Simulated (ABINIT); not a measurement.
## Te (P3_121): changed settings of a GW run in ABINIT

A base run on Te (P3_121), then changed inputs.

Program: ABINIT 10.8.3. Level of theory: PBE and many-body steps on it, plane waves. Results are calculated unless marked as measured.

This is a report of a sequence of runs, with most program output left out.

## (1) Starting point

Symmetry: P3_121, No. 152, trigonal system. The conventional cell has a = 4.457 Å, b = 4.457 Å, c = 5.929 Å, α = 90.00°, β = 90.00°, γ = 120.00°. Nearest to Te lie 2 Te at 2.84 Å.

The cell and positions come from the Crystallography Open Database and are kept as given unless a step says otherwise. Spin-orbit coupling is left out unless a step names it.

## (2) Screening, 3×3×2 mesh, 143 bands, screening to 122.5 eV

This step: ABINIT 10.8.3; RPA screening on PBE, plane waves, norm-conserving pseudopotentials.

The RPA dielectric matrix is built and inverted for each q.

Input file run.abi:

```
acell 3*1.0 Angstrom
rprim 
  4.457199999972 0.000000000006 0.000000000000
  -2.228599999992 3.860048429721 0.000000000000
  0.000000000000 0.000000000000 5.929000000000
ntypat 1
znucl 52
natom 3
typat 1 1 1
xred 
  0.263300000000 0.000000000000 0.333333333333
  0.000000000000 0.263300000000 0.666666666667
  0.736700000000 0.736700000000 -0.000000000000
pp_dirpath "pseudos"
pseudos "Te.upf"
ecut 39
ngkpt 3 3 2
nshiftk 1
shiftk 0 0 0
kptopt 1
chksymbreak 0
istwfk *1
occopt 1
irdwfk 1
optdriver 3
nband 143
ecuteps 4.5
inclvkb 2
awtr 1
symchi 1
indata_prefix "in"
outdata_prefix "out"
tmpdata_prefix "tmp"
```

Command:

```bash
> OMP_NUM_THREADS=1 mpirun -n 4 abinit run.abi > log
```

Elapsed: 72 s, on 4 MPI ranks of Intel Xeon Platinum 8375C at 2.90GHz (Ice Lake), shared host; peak memory 1.4 GiB.

This step gave:

- ε∞ with local fields, on this mesh, along the program's q direction: 1403
- the same without local fields: 1747
- plasma frequency: 31.20 eV
- plane waves in the screening matrix: 305

Local fields lower ε∞ by 20 %. The value itself is an artefact of the mesh, where one narrow direct gap carries too much weight.

## (3) Base

The self-energy is evaluated for the states that the input lists, and the levels follow from it, in one-shot runs by the linearised quasiparticle equation.

This step: G0W0 on PBE, plane waves, norm-conserving pseudopotentials.

Changes to run.abi since step 2:

```diff
@@ -24,8 +24,17 @@
 irdwfk 1
-optdriver 3
+optdriver 4
 nband 143
+gwcalctyp 0
+ecutsigx 39
+symsigma 1
+nkptgw 2
+kptgw 
+  0.3333333333 0.3333333333 0.5000000000
+  0.0000000000 0.0000000000 0.0000000000
+bdgw 
+  35 39
+  34 38
 ecuteps 4.5
-inclvkb 2
-awtr 1
-symchi 1
+irdscr 1
+ppmodel 1
 indata_prefix "in"
```

The job ended after 15 s (4 MPI ranks; peak memory 1.1 GiB; 58 s of CPU time).

This step gave:

```yaml
g0w0_gap_on_the_points_computed: 0.4300 eV
starting_gap_on_the_mesh: 0.1818 eV
k_of_the_valence_top: 0.3333, 0.3333, 0.5
k_of_the_conduction_bottom: 0.3333, 0.3333, 0.5
z_at_the_valence_top: 0.792
z_at_the_conduction_bottom: 0.794
least_direct_g0w0_gap_on_the_computed_points: 0.4300 eV
```

The gap on the mesh goes from 0.18 eV to 0.43 eV, a correction of +0.25 eV.

## (4) Coulomb singularity

Changes to run.abi since step 3:

```diff
@@ -39,2 +39,3 @@
 ppmodel 1
+gw_icutcoul 3
 indata_prefix "in"
```

Wall time 14 s (4 MPI ranks); peak memory 1.1 GiB.

Numbers from this step:

* G0W0 gap on the points computed: 0.4320 eV
* starting gap on the mesh: 0.1818 eV
* k of the valence top: 0.3333, 0.3333, 0.5
* k of the conduction bottom: 0.3333, 0.3333, 0.5
* Z at the valence top: 0.797
* Z at the conduction bottom: 0.799
* least direct G0W0 gap on the computed points: 0.4320 eV

Against G0W0 in ABINIT (3×3×2 mesh, 143 bands, screening to 122.5 eV, Godby-Needs plasmon pole), the gap moves by +0.002 eV.

## (5) The runs together

Times are wall times on 4 MPI ranks of Intel Xeon Platinum 8375C at 2.90GHz (Ice Lake), shared host, good to a factor of about two. A run's time includes the screening step that it read.

| run | mesh | bands | screening cutoff (eV) | DFT gap (eV) | gap on the mesh (eV) | direct (eV) | ε∞ used | time |
| --- | --- | --- | --- | --- | --- | --- | --- | --- |
| base | 3×3×2 | 143 | 122.5 | 0.182 | 0.430 | 0.430 | 1403.23 | 87 s |
| Coulomb singularity | 3×3×2 | 143 | 122.5 | 0.182 | 0.432 | 0.432 | 1403.23 | 87 s |

## (6) Outcome

```
base                : 0.430 eV
Coulomb singularity : 0.432 eV
known limits        : not at the basis limit; model gap, bands may invert with spin-orbit coupling; screening runs away on this mesh; no spin-orbit coupling; coarse k mesh
```

Coulomb singularity: +0.002 eV against base (keys changed: gw_icutcoul). Bands and cutoff are finite, so the gap is not at the basis limit. The miss can reach some tenths of an eV and take either sign; the mesh is an error of its own. In the G0W0 runs levels were corrected at 2 k points alone, so a gap called «on the mesh» is the least over those, and an edge elsewhere would be missed. The 3×3×2 mesh is coarse for this cell, which bears on the long-range parts of exchange and screening. With atoms this heavy and so narrow a gap, spin-orbit coupling can invert the bands. These scalar-relativistic gaps are then model values, not to be set against experiment, and a spin-orbit change taken from DFT can't simply be added. On this mesh the RPA ε∞ passes 90, more than nearly any semiconductor shows; a coarse mesh does this where one point with a narrow direct gap carries much weight. The screening is then too strong, and the G0W0 gap should not be taken as the material's.

[Paths, hosts, dates, memory and timing lines, banners, echoed tables and standing remarks are left out of the program output.]

[Logs are printed without paths, hosts, clocks, repeated set-up lines and the standing remarks that a program may print on its own settings, such as how far it seeks lower states.]

[Runs of the session that timed out or met a known fault of the program may be left out.]

[Hosts, paths, dates, database ids (printed as entryN), source tags and the programs' standing remarks are cut or masked in the printed files.]

[G0W0 gaps are taken among the corrected bands and points alone; a level outside them can change the order at an edge.]

[Where Ansatz stands beside ABINIT at settings called matched, ABINIT's density can come from a denser mesh and the files from another edition; pairs whose starting gaps differed by over 0.03 eV were left out, so agreement reads better than it is.]
